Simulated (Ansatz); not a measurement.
# Ir(111) with 4 thermally displaced layers, 2x2: scattering by thermal displacements

Wanted: the phonon-limited resistivity of Ir at 180 K by the Landauer route.

Program: Ansatz 0.2.0. Level of theory: Ansatz plane-wave DFT, PBE, PAW files; ballistic transport by layer matching (Landauer), zero bias; PAW set soft_1. Results are calculated unless marked as measured.

## (1) Set-up

The cell holds 40 atoms: 40 Ir. Cell: a = 5.430 Å, b = 5.430 Å, c = 22.222 Å, α = 93.5°, β = 86.5°, γ = 120.0°. It derives from Ir. Regions: lead, 24 atoms (24 Ir); scattering region, 16 atoms (16 Ir). The structure is stacked along c, and the current runs across the ab planes.

## (2) With 4 displaced layers

Each atom of 4 layers is moved at random, by amounts drawn from a normal law 0.0297 Å wide in each direction from the Debye model (420 K) at 180 K. The layers about the cell's end stay perfect and serve as the lead. Disorder leaves little or no symmetry, which makes such runs dear. Energies from -0.05 to 0.05 eV in steps of 0.05 eV are too few for the program's thermal sum, so it prints no conductance; for a metal the transmission near the Fermi level serves, at a fraction of the cost.

input.yaml

```yaml
crystal:
  lattice:
    - [5.4297315514, 0.0, 0.0]
    - [-2.7148657757, 4.7022854592, 0.0]
    - [1.3574328878, -0.7837142432, 22.1667862353]
  atoms:
    - { symbol: Ir, position: [0.9916666667, 0.0083333333, 0.05] }
    - { symbol: Ir, position: [0.9916666667, 0.5083333333, 0.05] }
    - { symbol: Ir, position: [0.4916666667, 0.0083333333, 0.05] }
    - { symbol: Ir, position: [0.4916666667, 0.5083333333, 0.05] }
    - { symbol: Ir, position: [0.1416666667, 0.3583333333, 0.15] }
    - { symbol: Ir, position: [0.1416666667, 0.8583333333, 0.15] }
    - { symbol: Ir, position: [0.6416666667, 0.3583333333, 0.15] }
    - { symbol: Ir, position: [0.6416666667, 0.8583333333, 0.15] }
    - { symbol: Ir, position: [0.2916666667, 0.2083333333, 0.25] }
    - { symbol: Ir, position: [0.2916666667, 0.7083333333, 0.25] }
    - { symbol: Ir, position: [0.7916666667, 0.2083333333, 0.25] }
    - { symbol: Ir, position: [0.7916666667, 0.7083333333, 0.25] }
    - { symbol: Ir, position: [0.9417942987, 0.0576413874, 0.3508587756] }
    - { symbol: Ir, position: [0.9404670546, 0.5550280172, 0.3504848814] }
    - { symbol: Ir, position: [0.4519559721, 0.0641628422, 0.3490563253] }
    - { symbol: Ir, position: [0.4327600392, 0.5544026611, 0.3500554161] }
    - { symbol: Ir, position: [0.078525419, 0.4066718334, 0.448329294] }
    - { symbol: Ir, position: [0.0860084111, 0.9048222156, 0.4495758569] }
    - { symbol: Ir, position: [0.5972438506, 0.4148946523, 0.4498276413] }
    - { symbol: Ir, position: [0.5969662404, 0.9042069943, 0.4504713579] }
    - { symbol: Ir, position: [0.2470759401, 0.2587614477, 0.5490030037] }
    - { symbol: Ir, position: [0.2351248389, 0.7554891204, 0.550295271] }
    - { symbol: Ir, position: [0.7355140559, 0.2569754851, 0.549786487] }
    - { symbol: Ir, position: [0.7452265177, 0.7597696821, 0.5504765375] }
    - { symbol: Ir, position: [0.8875024642, 0.1076892181, 0.651051273] }
    - { symbol: Ir, position: [0.8955245041, 0.6007127453, 0.6520300982] }
    - { symbol: Ir, position: [0.4014448923, 0.113331345, 0.6503546221] }
    - { symbol: Ir, position: [0.3941183193, 0.6179880292, 0.6526286111] }
    - { symbol: Ir, position: [0.0416666667, 0.4583333333, 0.75] }
    - { symbol: Ir, position: [0.0416666667, 0.9583333333, 0.75] }
    - { symbol: Ir, position: [0.5416666667, 0.4583333333, 0.75] }
    - { symbol: Ir, position: [0.5416666667, 0.9583333333, 0.75] }
    - { symbol: Ir, position: [0.1916666667, 0.3083333333, 0.85] }
    - { symbol: Ir, position: [0.1916666667, 0.8083333333, 0.85] }
    - { symbol: Ir, position: [0.6916666667, 0.3083333333, 0.85] }
    - { symbol: Ir, position: [0.6916666667, 0.8083333333, 0.85] }
    - { symbol: Ir, position: [0.8416666667, 0.1583333333, 0.95] }
    - { symbol: Ir, position: [0.8416666667, 0.6583333333, 0.95] }
    - { symbol: Ir, position: [0.3416666667, 0.1583333333, 0.95] }
    - { symbol: Ir, position: [0.3416666667, 0.6583333333, 0.95] }
kpoints:
  mp_grid: { grid: [5, 5, 1] }
hamiltonian:
  xc: pbe
  pseudopotentials: { kind: paw, azcp: { folder: soft_1 } }
scf:
  occupations: { method: fermi_dirac, width: 0.1 }
output:
  transmission:
    leads: [[0, 4]]
    kmesh: [10, 10]
    e_range: [-0.05, 0.05]
    de: 0.05
  write_potential: true
  write_density: true
  volumetric_format: npy
  elf: true
```

The run is started by

```console
$ ansatz run input.yaml --threads 4 --pin off --max-ram 15360MiB --backend cpu --events-out ev --progress --plain --runs-dir out
```

Numbers of over 12 decimals in the logs are rounded to 6 here.

Output:

```text
Engine: ansatz 0.2.0, x86_64-unknown-linux-gnu
Pseudopotentials: kind: paw
Pseudopotential: Ir, paw, valence charge 17, recommended cutoff 420 eV (normal), soft_1/Ir.paw.azcp
Functional definition: PBE
  parameter kappa = 0.804
  parameter beta = 0.066725
  exchange = pbe_x(kappa = kappa, mu = beta*pi^2/3)
  correlation = pbe_c(beta = beta)
Crystal: 40 atoms, lattice volume = 565.966 Å³
Basis set: ecut = 420 eV, 11009 PW (Γ)
Bands: 408, of which v1, the nominal top of the filled ones, is band 340 counted from 1 (339 counted from 0)
Symmetry: 1 space group operations
Space group: P1 (ITA 1), of the structure as read, at distance tolerance 8.3e-5 Å
k-points: 13 of 25 (time reversal used)
Non-local potential: Ir, projectors of the file, l = 0: 3, l = 1: 2, l = 2: 2, l = 3: 1
PAW form: soft (Blöchl's): semilocal exchange-correlation on the pseudo side does not see the compensation charge
PAW one-centre angular grid: Ir, 590 points (default); XC on 64 Gauss nodes
Initial density: superposition of atomic densities (chi_scale 0.1, normalization cell)
Initial wavefunctions: pseudopotential atomic-orbital guess
Functional: x = pbe(κ = 0.804, μ = 0.219515), c = pbe(β = 0.066725)
SCF iter   1: F=—  HF=-477476.520562 eV  |F-HF|=—  |Δ(HF+E_count)|=         —  Δρ=4.94e-2  dr2=9.80e0  ethr=3.10e-3  ⟨swp⟩=5.0  Hψ=17027  notcnv=0  defer=43
preconditioner: auto → Kerker (q_TF=auto, 2.813 Å⁻¹)  [metal: Δε(μ)=0.015 eV  Ē_g=7.087 eV  σ=0.100 eV  W_gap=0.04  n_scr=228 (ndim 8)  ℏωp=29.6 eV  f_vac=0.000  D(μ)=32.77/eV (n_scr^D=320)]
SCF iter   2: F=—  HF=-477474.255036 eV  |F-HF|=—  |Δ(HF+E_count)|=    2.27e0  Δρ=2.71e-2  dr2=2.87e0  ethr=1.44e-3  ⟨swp⟩=2.0  Hψ=6424  notcnv=0  defer=254
SCF iter   3: F=—  HF=-477473.435915 eV  |F-HF|=—  |Δ(HF+E_count)|=   8.19e-1  Δρ=3.19e-3  dr2=2.07e-2  ethr=4.21e-4  ⟨swp⟩=2.0  Hψ=7927  notcnv=0  defer=254
SCF iter   4: F=—  HF=-477473.442878 eV  |F-HF|=—  |Δ(HF+E_count)|=   6.96e-3  Δρ=5.56e-4  dr2=1.82e-3  ethr=3.04e-6  ⟨swp⟩=2.1  Hψ=8385  notcnv=0  defer=254
SCF iter   5: F=—  HF=-477473.442531 eV  |F-HF|=—  |Δ(HF+E_count)|=   3.47e-4  Δρ=9.09e-5  dr2=3.54e-5  ethr=2.67e-7  ⟨swp⟩=2.2  Hψ=7624  notcnv=0  defer=254
SCF iter   6: F=—  HF=-477473.443318 eV  |F-HF|=—  |Δ(HF+E_count)|=   7.87e-4  Δρ=1.87e-5  dr2=4.60e-6  ethr=5.20e-9  ⟨swp⟩=2.6  Hψ=7769  notcnv=0  defer=254
SCF iter   7: F=—  HF=-477473.443318 eV  |F-HF|=—  |Δ(HF+E_count)|=   1.69e-7  Δρ=2.84e-6  dr2=4.00e-7  ethr=6.76e-10  ⟨swp⟩=1.0  Hψ=5048  notcnv=0  defer=254
SCF iter   8: F=-477473.443318 eV  HF=-477473.443318 eV  |F-HF|=1.82e-8  |Δ(HF+E_count)|=   3.67e-9  Δρ=9.80e-7  dr2=2.11e-8  ethr=1.47e-11  ⟨swp⟩=7.0  Hψ=12599  notcnv=0
SCF 1 converged in 8 iterations: F = -477473.443318 eV  dr2 = 2.11e-8
  greatest PAW one-centre occupation: 1.000 electrons in one spin orbital (limit 2), on the Ir atom at site 13 (counted from 0), in its partial waves of l = 0
transmission: 210 of 2080 steps passed
transmission: 416 of 2080 steps passed
[...]
transmission: 2080 of 2080 steps passed
SCF converged after 8 iterations
Free energy (F): -477473.443318 eV
Harris-Foulkes:  -477473.443318 eV  (|F-HF|=1.82e-8)
Internal energy: -477472.280776 eV  (E = F + TS)
E sigma→0 (E₀):  -477472.862047 eV
Entropy (-TS):   -1.162542 eV (-29.064 meV/atom)
Fermi energy:    25.824817 eV
--- Per-component energies (eV) ---
  E_band       = -3318.935813
  E_kinetic    = 21621.566289
  E_local      = -43965.753117  (includes V_loc(G=0)·N_el)
  E_nonlocal   = 7595.677424
  E_hartree    = 16468.194245
  E_xc         = -9223.703922
  E_vxc        = -10286.931941  (∫ρ·V_xc dr)
  E_paw        = -370606.940030  (= ΣΔE_a)
  E_vpaw       = -11219.906234  (= ΣTr[D̂ρ^β])
  E_aug_tail   = 0.013764  (compensation charges beyond the density's cutoff)
  E_ewald      = -99361.335428
  E_smearing   = -1.162542  (= −TS)
  E_closure    = 0.000000  (closes the sum)
  Σ components = -477473.443318   (vs F -477473.443318, Δ=0.00e0)
--- Band table (eV; the first three rows and the last of 13) ---
  k-point 0: bands = [... 336 lower, 26.6753, 26.6944, 26.6992, 26.7034, 26.7059, 26.7098, 26.7117, 26.7142, ... 64 higher]
  k-point 1: bands = [... 336 lower, 26.1040, 26.1211, 26.1356, 26.1554, 26.1799, 26.2286, 26.2495, 26.2732, ... 64 higher]
  k-point 2: bands = [... 336 lower, 25.1335, 25.1700, 25.2105, 25.3426, 25.3639, 25.3790, 25.4923, 25.5084, ... 64 higher]
  k-point 12: bands = [... 336 lower, 25.7376, 25.7903, 25.8252, 25.8467, 25.8602, 25.8796, 25.9030, 25.9335, ... 64 higher]
--- Transmission ---
  basis      : 223 plane waves across, 40 finite elements along
  points     : 52, standing for a mesh of 10 x 10
  energies   : 3 from -0.050000 to 0.050000 eV about the Fermi level, 0.050000 eV apart; the leads are filled to 0.000000 eV, and channels, transmission and decay are at 0.000000 eV
  crystal 0  : Ir4, at the sites [0, 4], period 2.2167 Å, over 13.30 Å; its Hamiltonian steps by up to 4.1 meV
    offset         : up to 0.0000 Å between an atom of the period and one for which it stands
    channels       : 5.780000e0 a spin
    conductance    : none, the energies end too early or step too widely for 300 K: set another output.transmission.e_range or a lower de, or, where they end at an eighth of basis.ecutwfc, a higher one
  junction   : crystal 0 to crystal 0, 0.70 to 20.65 Å
    transmission   : 5.616421e0 a spin
    conductance    : none, the energies end too early or step too widely for 300 K: set another output.transmission.e_range or a lower de, or, where they end at an eighth of basis.ecutwfc, a higher one
```

Run time: 4.4 min. Hardware: 4 threads of Intel Xeon Platinum 8375C at 2.90GHz (Ice Lake), shared host; peak memory 5.2 GiB.

This step gave:

| Property | Result |
| --- | --- |
| free energy | -477473.4433 eV |
| energy at zero smearing | -477472.8620 eV |
| Fermi energy | 25.82 eV |
| cell area | 25.53 Å² |
| transmission per spin nearest the Fermi level | 5.616 |
| open channels per spin nearest the Fermi level | 5.78 |
| step of the lead's potential | 4.1 meV |

Per spin. The transmission, zone mean by energy, zero at the Fermi level:

```
energy (eV)  transmission, zone mean
    -0.0500                     5.74
     0.0000                     5.62
     0.0500                     5.90
```

Per spin. Open channels, zone mean, lead against energy, zero at the Fermi level:

```
energy (eV)  open channels, zone mean, lead
    -0.0500                             5.9
     0.0000                            5.78
     0.0500                            6.14
```

Transmission over k1 and k2. At 0.0000 eV from the Fermi level.

Ten even steps from '0' (3.51) to '9' (7.89):
```
5530355555
3357753355
3073337035
5373993735
5553999355
5537399373
3530733370
3553357753
5555553035
5533555335
```
Columns: k1 (b1) from -0.5 to 0.4; rows upwards: k2 (b2) from -0.5 to 0.4.

Open channels over k1 and k2. At 0.0000 eV from the Fermi level.

Values, 10 rows by 10 columns:
```
6.00 6.00 5.00 4.00 5.00 6.00 6.00 6.00 6.00 6.00
5.00 5.00 6.00 7.00 7.00 6.00 5.00 5.00 6.00 6.00
5.00 4.00 7.00 5.00 5.00 5.00 7.00 4.00 5.00 6.00
6.00 5.00 7.00 5.00 8.00 8.00 5.00 7.00 5.00 6.00
6.00 6.00 6.00 5.00 8.00 8.00 8.00 5.00 6.00 6.00
6.00 6.00 5.00 7.00 5.00 8.00 8.00 5.00 7.00 5.00
5.00 6.00 5.00 4.00 7.00 5.00 5.00 5.00 7.00 4.00
5.00 6.00 6.00 5.00 5.00 6.00 7.00 7.00 6.00 5.00
6.00 6.00 6.00 6.00 6.00 6.00 5.00 4.00 5.00 6.00
6.00 6.00 5.00 5.00 6.00 6.00 6.00 5.00 5.00 6.00
```
Columns: k1 (b1) from -0.5 to 0.4; rows upwards: k2 (b2) from -0.5 to 0.4.

Electrostatic potential energy in the ca plane at fractional y = 0.618, with atoms of Ir within 0.2 Å of it. With pseudopotentials it is smooth inside the atoms' cores, unlike the true potential.

Ten even steps from '0' (-42 eV) to '9' (27 eV), each cell a mean:
```
99999998998400048999999999999500027999999999
99999755789731369999999999999500027999999999
99998510379987799998999977899741148999999999
99998400169999999987899853589987789987799998
99999632479988999987899742479999999864579987
99999977899743589998899865689988899864479976
88999999998500159999999998899842369987789987
99999998998400048999999999999610037999999999
99999755789621269999999999999500027999999999
99998510379976789999999987899730148999999999
99998400169999999988899853589986689987799998
99999632479988899987899742379999999864579987
99999977899743589998899864589987899864479976
88999999998400158999999988899741368987789987
```
Columns run along c (16.0 Å, from fractional 0.14 to 0.86 of the cell; values clipped at the 3rd and 97th percentile), rows up along a (5.4 Å). Atoms in or near the plane, at fractional coordinates: Ir at (0.65, 0.90), Ir at (0.65, 0.39).

ELF in the ca plane at fractional y = 0.618, with atoms of Ir within 0.2 Å of it. It is the smooth field of the valence electrons, not physical close to the nuclei.

Values, 8 rows by 16 columns, each cell a mean:
```
0.31 0.25 0.33 0.30 0.49 0.46 0.31 0.26 0.21 0.30 0.34 0.53 0.38 0.30 0.22 0.26
0.29 0.32 0.55 0.38 0.32 0.31 0.29 0.29 0.29 0.33 0.31 0.50 0.35 0.29 0.22 0.26
0.32 0.30 0.51 0.36 0.30 0.27 0.28 0.30 0.35 0.48 0.29 0.30 0.28 0.40 0.32 0.30
0.28 0.22 0.29 0.30 0.48 0.43 0.31 0.30 0.27 0.32 0.31 0.41 0.31 0.37 0.32 0.30
0.31 0.25 0.33 0.30 0.50 0.46 0.30 0.26 0.20 0.30 0.34 0.53 0.38 0.29 0.22 0.26
0.29 0.32 0.55 0.38 0.33 0.32 0.28 0.29 0.29 0.33 0.32 0.52 0.36 0.29 0.22 0.26
0.32 0.30 0.51 0.37 0.31 0.29 0.28 0.29 0.36 0.49 0.29 0.33 0.29 0.40 0.32 0.30
0.28 0.22 0.29 0.30 0.49 0.44 0.31 0.29 0.27 0.34 0.32 0.44 0.32 0.37 0.32 0.30
```
Columns run along c (16.0 Å, from fractional 0.14 to 0.86 of the cell), rows up along a (5.4 Å). Atoms in or near the plane, at fractional coordinates: Ir at (0.65, 0.90), Ir at (0.65, 0.39).

Valence density in the ca plane at fractional y = 0.618, with atoms of Ir within 0.2 Å of it. It is the smooth field of the valence electrons, not physical close to the nuclei.

Values in e/Å³, 8 rows by 16 columns, each cell a mean:
```
0.4 0.3 0.9 0.5 4.3 3.3 0.4 0.3 0.2 0.4 1.2 7.9 1.8 0.4 0.3 0.3
0.4 0.6 4.6 1.4 0.8 0.7 0.5 0.5 0.6 1.0 0.7 4.0 1.1 0.5 0.3 0.3
0.4 0.5 3.5 1.2 0.5 0.4 0.5 0.7 1.0 2.5 0.4 0.5 0.4 1.5 0.7 0.7
0.5 0.3 0.5 0.5 3.5 2.3 0.4 0.4 0.4 0.9 0.5 2.0 0.6 1.2 0.7 0.7
0.4 0.3 0.9 0.5 4.5 3.3 0.4 0.3 0.2 0.3 1.1 7.8 1.8 0.4 0.3 0.3
0.4 0.6 4.6 1.4 0.9 0.8 0.4 0.4 0.5 1.0 0.7 4.5 1.2 0.5 0.3 0.3
0.4 0.5 3.5 1.2 0.6 0.5 0.5 0.6 1.1 2.7 0.4 0.6 0.4 1.5 0.7 0.7
0.5 0.3 0.5 0.5 3.8 2.6 0.4 0.4 0.5 1.1 0.6 2.4 0.7 1.2 0.7 0.7
```
Columns run along c (16.0 Å, from fractional 0.14 to 0.86 of the cell), rows up along a (5.4 Å). Atoms in or near the plane, at fractional coordinates: Ir at (0.65, 0.90), Ir at (0.65, 0.39).

Over the solved energies the transmission per spin lies between 5.62 and 5.90, out of 5.94 channels of the lead on average (up to 6.14).

(Part 1 of 2 ends here.)

[Logs are printed without paths, hosts, clocks, repeated set-up lines and the standing remarks that a program may print on its own settings, such as how far it seeks lower states.]

[Hosts, paths, dates, database ids (printed as entryN), source tags and the programs' standing remarks are cut or masked in the printed files.]
